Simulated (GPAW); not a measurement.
**Optical response of GaP**

Wanted: where GaP starts to absorb, how strongly, and its refractive index.

Main program and level: GPAW 26.7.0; DFT, PBE, plane-wave PAW (GPAW data sets), scalar-relativistic, RPA, optical limit.

**1. Set-up**

Symmetry: F-43m, No. 216, cubic system. The conventional cell has a = 5.451 Å, b = 5.451 Å, c = 5.451 Å, α = 90.00°, β = 90.00°, γ = 90.00°. Nearest to Ga lie 4 P at 2.36 Å. P has 4 Ga at 2.36 Å nearest. Farther neighbours are not listed.

Coordinates:

```cif
data_structure
_symmetry_space_group_name_H-M 'P 1'
_symmetry_Int_Tables_number 1
_cell_length_a 3.8541
_cell_length_b 3.8541
_cell_length_c 3.8541
_cell_angle_alpha 60.000
_cell_angle_beta 60.000
_cell_angle_gamma 60.000
_cell_volume 40.48
loop_
_atom_site_label
_atom_site_type_symbol
_atom_site_fract_x
_atom_site_fract_y
_atom_site_fract_z
_atom_site_occupancy
Ga1 Ga 0.00000 0.00000 0.00000 1
P2 P 0.75000 0.75000 0.75000 1
```

**2. Dielectric function, RPA**

Transitions between filled and empty bands, summed over the zone, give the optical response, so mesh, band count and broadening shape it.

The induced potential is part of this response.

The input, df.py:

```python
from gpaw.response.df import DielectricFunction

df = DielectricFunction('full.gpw', frequencies={'type': 'nonlinear', 'domega0': 0.03, 'omega2': 8},
                        ecut=50,
                        eta=0.15,
                        nbands=25,
                        txt='df.txt')
for direction in ['x']:
    df.get_dielectric_function(xc='RPA', direction=direction, filename=f'df_{direction}.csv')
```

Command:

```console
OMP_NUM_THREADS=1 python df.py
```

Numbers of over 12 decimals in the logs are rounded to 6 here.

The program printed:

```text
Using integrator: PointIntegrator
NonLinearFrequencyDescriptor(from 0.000 to 43.870 eV, 448 points)
Nonperiodic BCs:  [False False False]
Using integrator: PointIntegrator
NonLinearFrequencyDescriptor(from 0.000 to 43.870 eV, 448 points)
Nonperiodic BCs:  [False False False]

Calculating chi0 body with:
    Ground state adapter containing:
    Number of spins: 1
    Number of kpoints: 1331
    Number of irreducible kpoints: 56
    Number of completely occupied states: 4
    Number of partially occupied states: 4

    Linear response parametrization:
    q_c: [0.0, 0.0, 0.0]
    Number of frequency points: 448
    Planewave cutoff: 50.0
    Number of bands: 25
    Number of planewaves: 27
    Broadening (eta): 0.15

Integrating chi0 body.

Symmetries of q_c:
    Direct symmetries (Uq -> q): 24
    Indirect symmetries (TUq -> q): 24
In total 48 allowed symmetries.

56 groups of equivalent kpoints. 95.792637% reduction.

Integral kind: spectral function

Calculating chi0 optical extensions with:
    Ground state adapter containing:
    Number of spins: 1
    Number of kpoints: 1331
    Number of irreducible kpoints: 56
    Number of completely occupied states: 4
    Number of partially occupied states: 4

    Linear response parametrization:
    Number of frequency points: 448
    Planewave cutoff: 50.0
    Number of bands: 25
    Number of planewaves: 27
    Broadening (eta): 0.15
Integrating chi0 head and wings.

Symmetries of q_c:
    Direct symmetries (Uq -> q): 24
    Indirect symmetries (TUq -> q): 24
In total 48 allowed symmetries.

56 groups of equivalent kpoints. 95.792637% reduction.

Integral kind: spectral function wings
```

It took 4 s on 1 thread of Arm Neoverse V1, shared host; peak memory 0.21 GiB.

Read-outs, printed or worked out from the files:

```
electronic dielectric constant ε∞, mean over x, y and z (by symmetry where fewer were run) : 9.723
main peak of Im epsilon, first axis                                                        : 4.466 eV
```

Some rows of df_x.csv (energy; Re and Im without local fields; Re and Im with them):

```text
0.000000, 10.657900, 0.000000, 9.722603, 0.000000
0.429336, 10.768369, 0.079164, 9.823093, 0.072076
0.878195, 11.146424, 0.181910, 10.167883, 0.166360
1.347938, 11.951379, 0.365916, 10.907469, 0.339023
1.840057, 13.427343, 1.286698, 12.260574, 1.257626
2.356191, 16.448104, 2.374474, 15.006367, 2.245587
2.898142, 14.245129, 11.003737, 12.736006, 10.583562
3.467895, 14.708610, 10.652922, 12.438628, 9.696915
4.067647, 15.334277, 16.176564, 12.487008, 13.046797
4.699832, -5.511910, 14.488576, -5.233884, 13.351857
5.367152, -5.871981, 17.826303, -3.027205, 16.353766
6.072622, -7.104483, 6.982328, -6.183825, 6.781575
6.819608, -4.721074, 5.709191, -3.418357, 5.302615
7.611886, -4.079204, 3.547009, -3.376469, 3.536282
8.453705, -3.139921, 2.570295, -2.542069, 2.477309
9.349861, -2.249354, 2.187914, -1.499274, 2.042260
10.305790, -1.818127, 1.320130, -1.401287, 1.400916
11.327680, -1.344044, 0.759511, -1.149658, 0.872304
12.422601, -1.044050, 0.535952, -0.901875, 0.692247
13.598673, -0.664222, 0.420546, -0.490868, 0.532276
```

The Im ε, E ∥ x has structure finer than the step of the table below, so its rows give means over 0.5 eV, whole bins alone (the curve runs from 0 to 14.0 eV). Peaks (eV: height): 4.47: 26.2, 5.32: 16.8.

Values under the direct gap are tails of Lorentzian lines. The Im ε, E ∥ x by photon energy; means over each step:

```csv
photon energy (eV),"Im ε, E ∥ x"
0.5,0.0861
1.0,0.204
1.5,0.495
2.0,1.29
2.5,4.10
3.0,8.90
3.5,10.3
4.0,13.8
4.5,20.8
5.0,11.9
5.5,13.5
6.0,8.01
6.5,5.44
7.0,4.96
7.5,3.91
8.0,2.79
8.5,2.47
9.0,1.92
9.5,2.06
10.0,1.62
10.5,1.43
11.0,1.23
11.5,0.922
12.0,0.880
12.5,0.676
13.0,0.639
13.5,0.543
```

Re ε, E ∥ x against photon energy:

photon energy (eV), Re ε, E ∥ x and a bar from the least value:
```
      0.0        9.7 ######################
      0.5        9.9 ######################
      1.0       10.3 ######################
      1.5       11.3 ########################
      2.0       12.4 #########################
      2.5       15.9 ##############################
      3.0       11.3 ########################
      3.5       12.6 #########################
      4.0       11.5 ########################
      4.5        0.1 #########
      5.0        1.5 ###########
      5.5       -5.3 ##
      6.0       -6.6 
      6.5       -3.6 ####
      7.0       -3.4 ####
      7.5       -3.6 ####
      8.0       -2.7 #####
      8.5       -2.5 #####
      9.0       -2.0 ######
      9.5       -1.6 #######
     10.0       -1.7 ######
     10.5       -1.3 #######
     11.0       -1.6 #######
     11.5       -1.0 #######
     12.0       -0.9 #######
     12.5       -0.8 ########
     13.0       -0.7 ########
     13.5       -0.5 ########
```

The Im ε, E ∥ x has structure finer than the step of the table below, so its rows give means over 0.5 eV, whole bins alone (the curve runs from 0 to 14.0 eV). Peaks (eV: height): without local fields 4.42: 30.5, 5.27: 19.6; with local fields 4.47: 26.2, 5.32: 16.8.

Values under the direct gap are tails of Lorentzian lines. Table of Im ε, E ∥ x by photon energy; means over each step:

```csv
photon energy (eV),without local fields,with local fields
0.5,0.0945,0.0861
1.0,0.222,0.204
1.5,0.525,0.495
2.0,1.35,1.29
2.5,4.32,4.10
3.0,9.37,8.90
3.5,11.4,10.3
4.0,16.8,13.8
4.5,24.0,20.8
5.0,14.7,11.9
5.5,14.9,13.5
6.0,8.54,8.01
6.5,6.23,5.44
7.0,5.22,4.96
7.5,3.84,3.91
8.0,2.95,2.79
8.5,2.59,2.47
9.0,2.00,1.92
9.5,2.02,2.06
10.0,1.42,1.62
10.5,1.31,1.43
11.0,0.936,1.23
11.5,0.805,0.922
12.0,0.717,0.880
12.5,0.553,0.676
13.0,0.517,0.639
13.5,0.434,0.543
```

Values under the direct gap are tails of Lorentzian lines. Loss function −Im 1/ε at q → 0, E ∥ x against energy loss; read off at these points:

```csv
energy loss (eV),"loss function −Im 1/ε at q → 0, E ∥ x"
0.0,0
0.5,8.7e-4
1.0,0.00188
1.5,0.00352
2.0,0.00845
2.5,0.0152
3.0,0.0428
3.5,0.0386
4.0,0.0433
4.5,0.0389
5.0,0.0875
5.5,0.0638
6.0,0.0745
6.5,0.128
7.0,0.139
7.5,0.138
8.0,0.185
8.5,0.202
9.0,0.254
9.5,0.300
10.0,0.286
10.5,0.379
11.0,0.309
11.5,0.497
12.0,0.530
12.5,0.572
13.0,0.751
13.5,0.966
```

The refractive index n and extinction k by photon energy:

```csv
photon energy (eV),n,k
0.0,3.12,0
0.5,3.14,0.0135
1.0,3.21,0.0311
1.5,3.36,0.0667
2.0,3.52,0.186
2.5,4.03,0.512
3.0,3.57,1.21
3.5,3.78,1.30
4.0,3.78,1.66
4.5,3.58,3.57
5.0,2.53,2.22
5.5,2.15,3.15
6.0,1.38,2.91
6.5,1.22,2.25
7.0,1.11,2.15
7.5,0.875,2.10
8.0,0.741,1.80
8.5,0.698,1.72
9.0,0.590,1.52
9.5,0.733,1.46
10.0,0.556,1.43
10.5,0.563,1.28
11.0,0.455,1.33
11.5,0.427,1.09
12.0,0.422,1.06
12.5,0.322,0.970
13.0,0.362,0.893
13.5,0.340,0.795
```

From ε follow the optical constants at some laser and lamp lines:

```csv
wavelength (nm),n,k,R (%),1/α
1550,3.18,0.023,27.2,5.3 µm
1064,3.25,0.039,28.0,2.2 µm
800,3.38,0.074,29.6,863 nm
633,3.51,0.195,31.1,258 nm
405,3.58,1.082,35.4,30 nm
248,2.53,2.215,41.7,8.9 nm
193,1.20,2.272,52.0,6.8 nm
```

Below the direct gap, k and the depth come from the tails of the Lorentzian lines, not from transitions.

Rows near the edge hang on the gap, which this functional as a rule makes too small, and phonon-assisted absorption is left out.

**3. What came out**

| Quantity | Value |
| --- | --- |
| electronic dielectric constant ε∞, mean over x, y and z (by symmetry where fewer were run) (RPA) | 9.72 |
| main peak of Im epsilon, first axis | 4.47 eV |

What this shows: At this level (PBE, RPA) GaP has ε∞ = 9.72 and n = 3.18 at 1550 nm, and Im ε peaks at 4.5 eV. Local fields change the static value along x from 10.66 to 9.72 (-9 %). Distinct maxima of Im ε, read by a parabola through the highest points, lie at 2.87 eV (11), 4.47 eV (26) and 5.32 eV (17). Excitons and phonon-assisted transitions are missing; PBE gaps are as a rule too small, which pulls the onset down and ε∞ up. The sum runs over mesh points, so small or evenly spaced maxima can still be ripples of the mesh.

[Machine, clock and banner lines and Python warnings are left out of the logs.]

[Logs are printed without paths, hosts, clocks, repeated set-up lines and the standing remarks that a program may print on its own settings, such as how far it seeks lower states.]

[Hosts, paths, dates, database ids (printed as entryN), source tags and the programs' standing remarks are cut or masked in the printed files.]
